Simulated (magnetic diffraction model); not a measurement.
# Solving a magnetic structure from powder neutron data: Zr₃Fe₂Pb₃

Space group Cmcm (no. 63), a = 4.3310 Å, b = 11.3520 Å, c = 14.6440 Å.

| site | atom | x | y | z |
| --- | --- | --- | --- | --- |
| 4c | Pb | 0 | 0.3337 | 3/4 |
| 8f | Pb | 1/2 | 0.1112 | 0.9570 |
| 4c | Zr | 1/2 | 0.1340 | 3/4 |
| 8f | Zr | 1/2 | 0.4230 | 0.8885 |
| 8f | Fe | 1/2 | 0.2808 | 0.4175 |

This is a made-up structure (elements placed in a structure type, unrelaxed), so the numbers test the method and describe no known phase.

Only Fe is taken to order (form factors of Fe2+); orders and moment sizes are assumed, and not adapted to the symmetry. Radiation: neutrons of λ = 2.0775 Å, 3° to 50°; isotropic B of 0.1 Å² (Pb), 0.14 Å² (Zr) and 0.14 Å² (Fe). The intensities are simulated: I ∝ L Σ (|F_N|² + |F_M⊥|²) for unpolarised neutrons, with F_M = 2.695 fm/μB × Σ f(s) S exp(2πi Q·r) exp(−B s²) at Q = H ± k (one set where k and −k are equivalent), only the part normal to Q counting and L = 1/(sin²θ cos θ). For a modulated order the moment at position r is S exp(−2πi k·r) + c.c., with S = m/2 for a sine wave of amplitude m and S = m(u + iv)/2 for moments turning in a plane, u and v being orthogonal unit vectors in it; the phase factor of the sum at Q = H + k is then exp(2πi H·r). Form factors are spin-only for 3d ions and dipole or tabulated for f ions, scattering lengths are Sears's of 1992, and absorption is left out. A label names one of the reflections at its angle. The strongest nuclear line in the range is 100, and lines under 0.2 are left out.

Above the ordering temperature:

```csv
2θ (°),index,I
16.31,(0 0 2),21.5
21.09,(0 2 0),13.0
29.75,(1 1 0),5.7
30.89,(1 1 1),3.7
32.60,(0 2 3),11.0
32.97,(0 0 4),0.3
39.47,(0 2 4),0.6
42.76,(1 3 0),13.1
42.94,(0 4 0),11.2
43.60,(1 3 1),63.7
43.78,(0 4 1),2.4
44.99,(1 1 4),84.0
46.05,(1 3 2),13.2
46.23,(0 4 2),0.3
47.04,(0 2 5),26.9
49.93,(1 3 3),100.0
```

Below it (cell unchanged):

```csv
2θ (°),I
5.50,25.5
16.31,21.5
17.23,1.2
21.09,13.0
25.90,0.8
27.36,0.3
29.75,5.7
30.89,3.7
32.60,11.0
32.97,0.3
33.45,0.2
35.01,1.6
36.15,0.4
39.47,0.6
42.76,13.1
42.94,11.2
43.36,0.9
43.60,63.7
43.78,2.4
44.99,84.0
46.05,13.2
46.23,0.3
46.76,0.3
47.04,26.9
49.93,100.0
```

**Question.** Find the propagation vector, then choose among these models:
A. moments turning in the plane of [001] and [100], 1.6 μB on Fe; signs + at (1/2, 0.2808, 0.4175), + at (0, 0.2192, 0.5825), + at (1/2, 0.2808, 0.0825), + at (0, 0.2192, 0.9175)
B. a sine wave with moments along [010] (amplitudes given), 1.6 μB on Fe; signs + at (1/2, 0.2808, 0.4175), + at (0, 0.2192, 0.5825), + at (1/2, 0.2808, 0.0825), + at (0, 0.2192, 0.9175)
C. moments turning in the plane of [010] and [001], 1.6 μB on Fe; signs + at (1/2, 0.2808, 0.4175), + at (0, 0.2192, 0.5825), + at (1/2, 0.2808, 0.0825), + at (0, 0.2192, 0.9175)
D. a sine wave with moments along [001] (amplitudes given), 1.6 μB on Fe; signs + at (1/2, 0.2808, 0.4175), + at (0, 0.2192, 0.5825), + at (1/2, 0.2808, 0.0825), + at (0, 0.2192, 0.9175)

The new lines index as (1/5 0 0) at 5.50°, (1/5 0 2) at 17.23°, (4/5 1 1) at 25.90° and (4/5 1 3) at 35.01°, that is as H ± k with k = (1/5 0 0). Satellites come in pairs about each point of the reciprocal lattice.

Magnetic intensity, observed (below minus above) and for each model:

| 2θ (°) | index | observed | A | B | C | D |
| --- | --- | --- | --- | --- | --- | --- |
| 5.50 | (1/5 0 0) | 25.5 | 25.5 | 25.5 | 51.0 | 25.5 |
| 17.23 | (1/5 0 2) | 1.2 | 1.2 | 1.2 | 1.4 | <0.2 |
| 21.81 | (1/5 2 0) | <0.2 | 4.7 | <0.2 | 2.6 | 2.4 |
| 25.90 | (4/5 1 1) | 0.8 | 1.1 | 0.8 | 1.6 | 0.8 |
| 27.36 | (1/5 2 2) | 0.3 | 1.2 | 0.3 | 0.8 | 0.5 |
| 35.01 | (4/5 1 3) | 1.6 | 1.9 | 1.6 | 2.5 | 0.9 |
| 43.36 | (6/5 1 3) | 0.9 | 1.0 | 0.9 | 1.6 | 0.7 |
| 46.76 | (4/5 3 3) | 0.3 | 0.8 | 0.3 | 0.7 | 0.4 |

Model B matches.

The structure used: k = (1/5 0 0), a sine wave with moments along [010] (amplitudes given), 1.6 μB on Fe; signs + at (1/2, 0.2808, 0.4175), + at (0, 0.2192, 0.5825), + at (1/2, 0.2808, 0.0825), + at (0, 0.2192, 0.9175).

[Logs are printed without paths, hosts, clocks, repeated set-up lines and the standing remarks that a program may print on its own settings, such as how far it seeks lower states.]
